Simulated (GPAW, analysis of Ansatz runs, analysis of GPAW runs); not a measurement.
# Substitutional N in diamond: charge-transition level, PBE (GPAW), part 2 of 4

Subject: substitutional N in diamond. Wanted: its charge-transition level, in one set-up (PBE, plane waves 500 eV, 64-site cell, PBE lattice, k: the zone centre alone then 2x2x2 shifted, started with the impurity moved along one bond, dielectric constants 5.7 and 5.7 (handbook)). The model is a cell of 64 host atoms with 1 C taken out and 1 N put in. The level is the Fermi energy at which two charge states have equal formation energy, after a correction for the images of the charge. A local or semilocal functional is the cheapest first rung.

GPAW 26.7.0; PBE, plane waves 500 eV, 64-site cell, PBE lattice, k: the zone centre alone then 2x2x2 shifted, started with the impurity moved along one bond, dielectric constants 5.7 and 5.7 (handbook).

So far: The structure; Relaxation, charge +1.

## Step 2: Relaxation, charge +1 (continued)

Level of this step: GPAW plane-wave PAW DFT, PBE; relaxation of all atoms of a defect supercell (GPAW).

The steps of the relaxation:

```csv
step,energy less that of the first step (eV)
0,0.0000
1,-1.5430
2,-1.9107
3,-1.9942
4,-2.0188
5,-2.0281
6,-2.0315
7,-2.0327
8,-2.0330
9,-2.0331
```

The atoms that moved most (Å):

```csv
atom,dx,dy,dz,length
N8,-0.165,-0.184,-0.163,0.296
C27,-0.022,0.028,0.006,0.036
C49,0.003,0.019,-0.027,0.033
C42,0.027,-0.013,0.002,0.030
C15,-0.017,0.021,0.006,0.028
C6,-0.012,0.022,0.010,0.027
C4,-0.020,0.010,-0.013,0.027
C25,0.010,0.019,0.012,0.025
```

Neighbours of N8 at the end:

```csv
atom,distance (Å)
C42,1.562
C27,1.563
C49,1.563
C4,1.563
C15,2.524
C37,2.524
C46,2.524
C23,2.524
C31,2.524
C38,2.524
C14,2.524
C21,2.524
C53,2.524
C7,2.524
C5,2.524
C6,2.524
```

First to last step the energy falls by 2.033 eV; the largest move, 0.30 Å, is that of N8. Judged within 0.08 Å, the space group went from R3m to P-43m.

## Step 3: Single point, charge +1

The relaxed structure is kept, and the final numbers are taken at the final level and k-points.

This step: GPAW plane-wave PAW DFT, PBE; single point of a defect supercell.

File run.py:

```python
import numpy as np
from ase.io import read, write
from ase.parallel import parprint, world
from gpaw import GPAW, PW

atoms = read('POSCAR')
calc = GPAW(mode=PW(500),
            xc='PBE',
            kpts={'size': (2, 2, 2), 'gamma': False},
            charge=1,
            occupations={'name': 'fermi-dirac', 'width': 0.01},
            nbands=136,
            convergence={'density': 1e-05, 'bands': 133},
            maxiter=150,
            symmetry={'point_group': False},
            txt='gpaw.txt')
atoms.calc = calc
energy = atoms.get_potential_energy()
forces = atoms.get_forces()
parprint(f'Energy: {energy:.6f} eV, largest force {np.linalg.norm(forces, axis=1).max():.4f} eV/A')
calc.write('gs.gpw')
write('final.xyz', atoms)
for s in range(calc.get_number_of_spins()):
    parprint('Levels (eV), spin', s, calc.get_eigenvalues(kpt=0, spin=s)[-16:].round(3))
field = calc.get_electrostatic_potential()
if world.rank == 0:
    np.save('potential.npy', field)
field = calc.get_pseudo_density()
if world.rank == 0:
    np.save('density.npy', field)
```

File POSCAR:

```
C  N  C 
 1.0000000000000000
     7.1439157092080041   -0.0000000000000009   -0.0000000000000000
     0.0000000000000004    7.1439157092080050   -0.0000000000000000
    -0.0000000000000004   -0.0000000000000018    7.1439157092080032
 C   N   C  
   7   1  56
Direct
  0.0002029097289224  0.0006712635192237  0.2495666120055126
  0.0001928228237946  0.2501839107222815  0.0000431947985616
[... 1 atom line left out ...]
  0.2488240500526661  0.2492926418077012  0.2486780418909719
  0.1252700068740331  0.1257445715438865  0.3759332751558652
  0.1252762359508884  0.3765528359373978  0.1251237887434562
  0.3760944584686127  0.1257492160555732  0.1251370671756020
  0.3751327030000895  0.3755916893786346  0.3749863266929542
[... 5 atom lines left out ...]
  0.1253047259286939  0.3746211782077003  0.6248398989711583
  0.3741435913857277  0.1257908556846099  0.6248384361879419
[... 11 atom lines left out ...]
  0.2488582385859498  0.5018814745222532  0.5012673771310500
[... 9 atom lines left out ...]
  0.6249846235230826  0.1257839897021436  0.3740116539387635
[... 4 atom lines left out ...]
  0.5014140613925465  0.2493491724299033  0.5012607463137323
[... 3 atom lines left out ...]
  0.6249693447873803  0.3765625281010262  0.6248176422695857
[... 2 atom lines left out ...]
  0.5014245472385517  0.5018848354241698  0.2487238501022275
[... 14 atom lines left out ...]
  0.8750929678442509  0.8755793943561881  0.8749556943880797
```

Command:

```console
> OMP_NUM_THREADS=1 mpirun -n 4 gpaw python run.py > stdout
```

Log:

```text
__  _  _
 | _ |_)|_||  |
 |__||  | ||/\| - 26.7.0

Input parameters:
  mode=PW(ecut=500.0),
  charge=1,
  convergence={'density': 1e-05, 'bands': 133},
  kpts=MonkhorstPack(size=(2, 2, 2), gamma=False),
  maxiter=150,
  nbands=136,
  occupations=Occupations(name='fermi-dirac', width=0.01),
  symmetry=Symmetry(point_group=False),
  xc=XC(name='PBE')

Diagonalizing LCAO Hamiltonian
Converting LCAO to pw mode

                 C        C
            C  C     C C
         C   C C  C   C C
          C C   C C  C   C
       C  CC    CC CC     C
            CCC      CCC
        C      N C     CC
         CCC C    C C C
          C C   C  C C   C
       C   C C  C   C C
        C     C  C     C
           C        C

Atoms  # Å, Bohr magnetons
|    | symbol |         x |        y |         z |    initial magnetic moments |
|----|--------|-----------|----------|-----------|-----------------------------|
|  0 |      C |  0.001450 | 0.004795 |  1.782883 | ( 0.0000,  0.0000,  0.0000) |
|  1 |      C |  0.001378 | 1.787293 |  0.000309 | ( 0.0000,  0.0000,  0.0000) |
|  2 |      C |  1.783975 | 0.004794 |  0.000446 | ( 0.0000,  0.0000,  0.0000) |
|  3 |      C |  1.777578 | 1.780926 |  1.776535 | ( 0.0000,  0.0000,  0.0000) |
|  4 |      C |  0.894918 | 0.898309 |  2.685636 | ( 0.0000,  0.0000,  0.0000) |
|  5 |      C |  0.894963 | 2.690062 |  0.893874 | ( 0.0000,  0.0000,  0.0000) |
|  6 |      C |  2.686787 | 0.898342 |  0.893969 | ( 0.0000,  0.0000,  0.0000) |
|  7 |      N |  2.679916 | 2.683195 |  2.678871 | ( 0.0000,  0.0000,  0.0000) |
|  8 |      C |  0.000177 | 0.003554 |  5.358385 | ( 0.0000,  0.0000,  0.0000) |
|  9 |      C | -0.000966 | 1.790273 |  3.571902 | ( 0.0000,  0.0000,  0.0000) |
| 10 |      C |  1.786855 | 0.002490 |  3.571957 | ( 0.0000,  0.0000,  0.0000) |
[...]
| 59 |      C |  5.359326 | 5.362777 |  5.358335 | ( 0.0000,  0.0000,  0.0000) |
| 60 |      C |  4.466439 | 4.469895 |  6.250972 | ( 0.0000,  0.0000,  0.0000) |
| 61 |      C |  4.466440 | 6.255445 |  4.465517 | ( 0.0000,  0.0000,  0.0000) |
| 62 |      C |  6.252046 | 4.469931 |  4.465499 | ( 0.0000,  0.0000,  0.0000) |
| 63 |      C |  6.251590 | 6.255065 |  6.250610 | ( 0.0000,  0.0000,  0.0000) |

Unit cell  # Å
| periodic |         x |         y |         z |  lengths |    angles |
|----------|-----------|-----------|-----------|----------|-----------|
|      yes |  7.143916 | -0.000000 | -0.000000 | 7.143916 | 90.000000 |
|      yes |  0.000000 |  7.143916 | -0.000000 | 7.143916 | 90.000000 |
|      yes | -0.000000 | -0.000000 |  7.143916 | 7.143916 | 90.000000 |

Number of symmetries: 1
Symmetry operations  # r_c * U_cc + t_c -> r_c
|   | kind |            matrix            |
|---|------|------------------------------|
| 0 |  E   |  1, 0, 0,  0, 1, 0,  0, 0, 1 |

BZ-sampling:
  Number of BZ points: 8
  Number of IBZ points: 4

  Monkhorst-Pack size: [2, 2, 2]
  Monkhorst-Pack shift: [0, 0, 0]

K-points  # in reciprocal-cell coordinates
|   |                                coordinates |     weight |
|---|--------------------------------------------|------------|
| 0 | (  0.25000000,  -0.25000000,  -0.25000000) | 0.25000000 |
| 1 | (  0.25000000,  -0.25000000,   0.25000000) | 0.25000000 |
| 2 | (  0.25000000,   0.25000000,  -0.25000000) | 0.25000000 |
| 3 | (  0.25000000,   0.25000000,   0.25000000) | 0.25000000 |

Plane wave coefficients: 9249
Cutoff: 500.0 eV

Spin-components: 1 (collinear spins)
Bands:           136
Projectors:      320
Spin-degeneracy: 2
Datatype:        complex128

Density:
  Valence electrons: 257.0
  Components: 1
  Grid points: [40 40 40]
  Charge: 1.0  # |e|

Potential:
  Grid points: [40 40 40]

species:
  C:
    name:    Carbon
    Z:       6.0
    valence: 4
    core:    2
    charge:  0.0  # [|e|]
    compensation charges:
      type: gauss
      rc: 0.20  # [Å]
      lmax: 2
    cutoffs:
      filter: 1.14  # [Å]
      core: 1.14  # [Å]
    projectors
    | kind |    occ | energy [eV] | rcut [Å] |
    |------|--------|-------------|----------|
    |   2s |  2.000 |     -13.751 |    0.635 |
    |   2p |  2.000 |      -5.284 |    0.635 |
    |    s |        |      13.461 |    0.635 |
    |    p |        |      21.927 |    0.635 |
    |    d |        |       0.000 |    0.635 |

    Using partial waves for C as LCAO basis

  N:
    name:    Nitrogen
    Z:       7.0
    valence: 5
    core:    2
    charge:  0.0  # [|e|]
    compensation charges:
      type: gauss
      rc: 0.18  # [Å]
      lmax: 2
    cutoffs:
      filter: 1.11  # [Å]
      core: 0.96  # [Å]
    projectors
    | kind |    occ | energy [eV] | rcut [Å] |
    |------|--------|-------------|----------|
    |   2s |  2.000 |     -18.583 |    0.603 |
    |   2p |  3.000 |      -7.089 |    0.529 |
    |    s |        |       8.629 |    0.603 |
    |    p |        |      20.123 |    0.529 |
    |    d |        |       0.000 |    0.577 |

    Using partial waves for N as LCAO basis

Reference energy: -66222.292779  # eV

eigensolver:
  PPCG
  Converge bands: 133
  niter=2

density mixing:
  MSR1-Mixer
  Pratt-step length: 0.05
  Maximum mixing coefficient: 0.75
  Old densities: 10
  SVD Regularization: 0.005
  Good broyden scale: 1.0
  Trust region scale: 1.0
  Backstep threshold: 4.0
  History deletion threshold: 6.0
  Fourier metric: weight=20.0, sigma=0.015

occupation numbers:
  Fermi-Dirac:
    width: 0.0100  # eV

poisson solver:
  ecut: 4000.0  # eV
  uniform background charge: 1.0  # electrons

xc functional:
  name: PBE with 2 nearest neighbor stencil

Initialization done in: 8.877 s

convergence criteria:
- Maximum integral of absolute [dens]ity change: 1e-05 electrons / valence electron
- Maximum [total energy] change in last 3 cyles: 0.0005 eV / valence electron
- Maximum integral of absolute [eigenst]ate change: 4e-08 eV^2 / valence electron
maximum number of iterations: 150

SCF iterations
|iter     | |      energy | eigst |  dens |
|---------|-|-------------|-------|-------|
|iter:   1| | -607.830479 | +0.18 |       |
|iter:   2| | -605.526884 | -1.71 | -0.80 |
|iter:   3| | -591.676329 | -1.00 | -0.83 |
|iter:   4| | -591.490306 | -1.65 | -1.50 |
|iter:   5| | -591.484326 | -1.99 | -2.29 |
|iter:   6| | -591.480806c| -2.18 | -2.57 |
|iter:   7| | -591.480785c| -2.31 | -3.08 |
|iter:   8| | -591.480788c| -2.25 | -3.69 |
|iter:   9| | -591.480789c| -2.06 | -4.19 |
|iter:  10| | -591.480791c| -2.07 | -4.49 |
|iter:  11| | -591.480791c| -2.00 | -5.00c|
|iter:  12| | -591.480791c| -2.02 | -5.74c|
|iter:  13| | -591.480791c| -2.16 | -6.22c|
|iter:  14| | -591.480791c| -2.42 | -6.76c|
|iter:  15| | -591.480791c| -2.62 | -7.12c|
|iter:  16| | -591.480791c| -2.78 | -7.71c|
|iter:  17| | -591.480791c| -3.01 | -8.26c|
|iter:  18| | -591.480791c| -3.20 | -8.56c|
|iter:  19| | -591.480791c| -3.38 | -9.02c|
|iter:  20| | -591.480791c| -3.59 | -9.41c|
|iter:  21| | -591.480791c| -3.69 | -9.73c|
|iter:  22| | -591.480791c| -3.87 |-10.27c|
|iter:  23| | -591.480791c| -4.03 |-10.73c|
|iter:  24| | -591.480791c| -4.11 |-11.11c|
|iter:  25| | -591.480791c| -4.30 |-11.49c|
|iter:  26| | -591.480791c| -4.38 |-11.96c|
|iter:  27| | -591.480791c| -4.59 |-12.42c|
|iter:  28| | -591.480791c| -4.58 |-12.91c|
|iter:  29| | -591.480791c| -4.76 |-13.32c|
|iter:  30| | -591.480791c| -4.79 |-13.72c|
|iter:  31| | -591.480791c| -5.01 |-14.22c|
[...]
|iter:  48| | -591.480791c| -6.77 |-15.56c|
|iter:  49| | -591.480791c| -6.93 |-15.56c|
|iter:  50| | -591.480791c| -7.06 |-15.55c|
|iter:  51| | -591.480791c| -7.22 |-15.57c|
|iter:  52| | -591.480791c| -7.33 |-15.61c|
|iter:  53| | -591.480791c| -7.49c|-15.52c|

Converged in 53 steps
SCF loop duration: 248.517 s (4.689 s/step)
Energy contributions relative to reference atoms: (reference = -66222.292779)

Energy contributions:
  Kinetic:         464.815397
  Coulomb:        -464.721876
  Zero:              0.649028
  External:          0.000000
  Xc:             -592.223340
  Entropy:          -0.000000
  Spinorbit:         0.000000
  ----------------------------
  Free energy:    -591.480791
  Extrapolated:   -591.480791

dipole moment: (-52.971359, -108.679191, 3.314273)  # |e|*Ang

Fermi level: 13.710
Eigenvalues  # (at kpt = [0.250, -0.250, -0.250])
| band index |      eig [eV] | occ [0-2] |
|------------|---------------|-----------|
|          0 |        -9.827 |     2.000 |
|        ... |               |           |
|        120 |         9.867 |     2.000 |
|        121 |         9.971 |     2.000 |
|        122 |         9.971 |     2.000 |
|        123 |        10.135 |     2.000 |
|        124 |        10.135 |     2.000 |
|        125 |        10.205 |     2.000 |
|        126 |        11.309 |     2.000 |
|        127 |        11.309 |     2.000 |
|        128 |        16.052 |     0.000 |
|        129 |        16.860 |     0.000 |
|        130 |        16.861 |     0.000 |
|        131 |        16.952 |     0.000 |
|        132 |        17.084 |     0.000 |
|        133 |        17.084 |     0.000 |
|        134 |        17.745 |     0.000 |
|        135 |        17.747 |     0.000 |

Gap: 4.743 eV
Transition (v -> c):
  (s=0, k=1, n=127, [0.25, -0.25, 0.25]) -> (s=0, k=1, n=128, [0.25, -0.25, 0.25])
No difference between direct/indirect transitions

Forces  # eV/Ang
|        x |        y |        z |
|----------|----------|----------|
| -0.00794 | -0.00773 | -0.00085 |  # C    0
| -0.00436 | -0.00083 | -0.00359 |  # C    1
| -0.00143 | -0.00644 | -0.00699 |  # C    2
| -0.02037 | -0.02085 | -0.02073 |  # C    3
| -0.00148 | -0.00165 | -0.01556 |  # C    4
| -0.00213 | -0.01690 | -0.00159 |  # C    5
| -0.01846 | -0.00293 | -0.00249 |  # C    6
| -0.00054 |  0.00222 | -0.00042 |  # N    7
| -0.00375 | -0.00339 |  0.00475 |  # C    8
| -0.00897 | -0.00095 | -0.00202 |  # C    9
[...]
|  0.00506 |  0.00515 |  0.00542 |  # C   59
|  0.00891 |  0.00694 | -0.00050 |  # C   60
|  0.00658 | -0.00256 |  0.00488 |  # C   61
| -0.00218 |  0.00553 |  0.00673 |  # C   62
|  0.00449 |  0.00044 |  0.00310 |  # C   63

# Writing to gs.gpw (mode='')
```

Wall time 4.4 min (4 MPI ranks of Arm Neoverse V2, shared host); peak memory 2 GiB; 18 min of CPU time.

(Continued in part 3 of 4.)

[Logs are printed without paths, hosts, clocks, repeated set-up lines and the standing remarks that a program may print on its own settings, such as how far it seeks lower states.]

[Hosts, paths, dates, database ids (printed as entryN), source tags and the programs' standing remarks are cut or masked in the printed files.]

[For some hosts the program warned that the k-mesh of the response run may be too coarse for force constants and the static dielectric constant; such warnings are not shown here.]
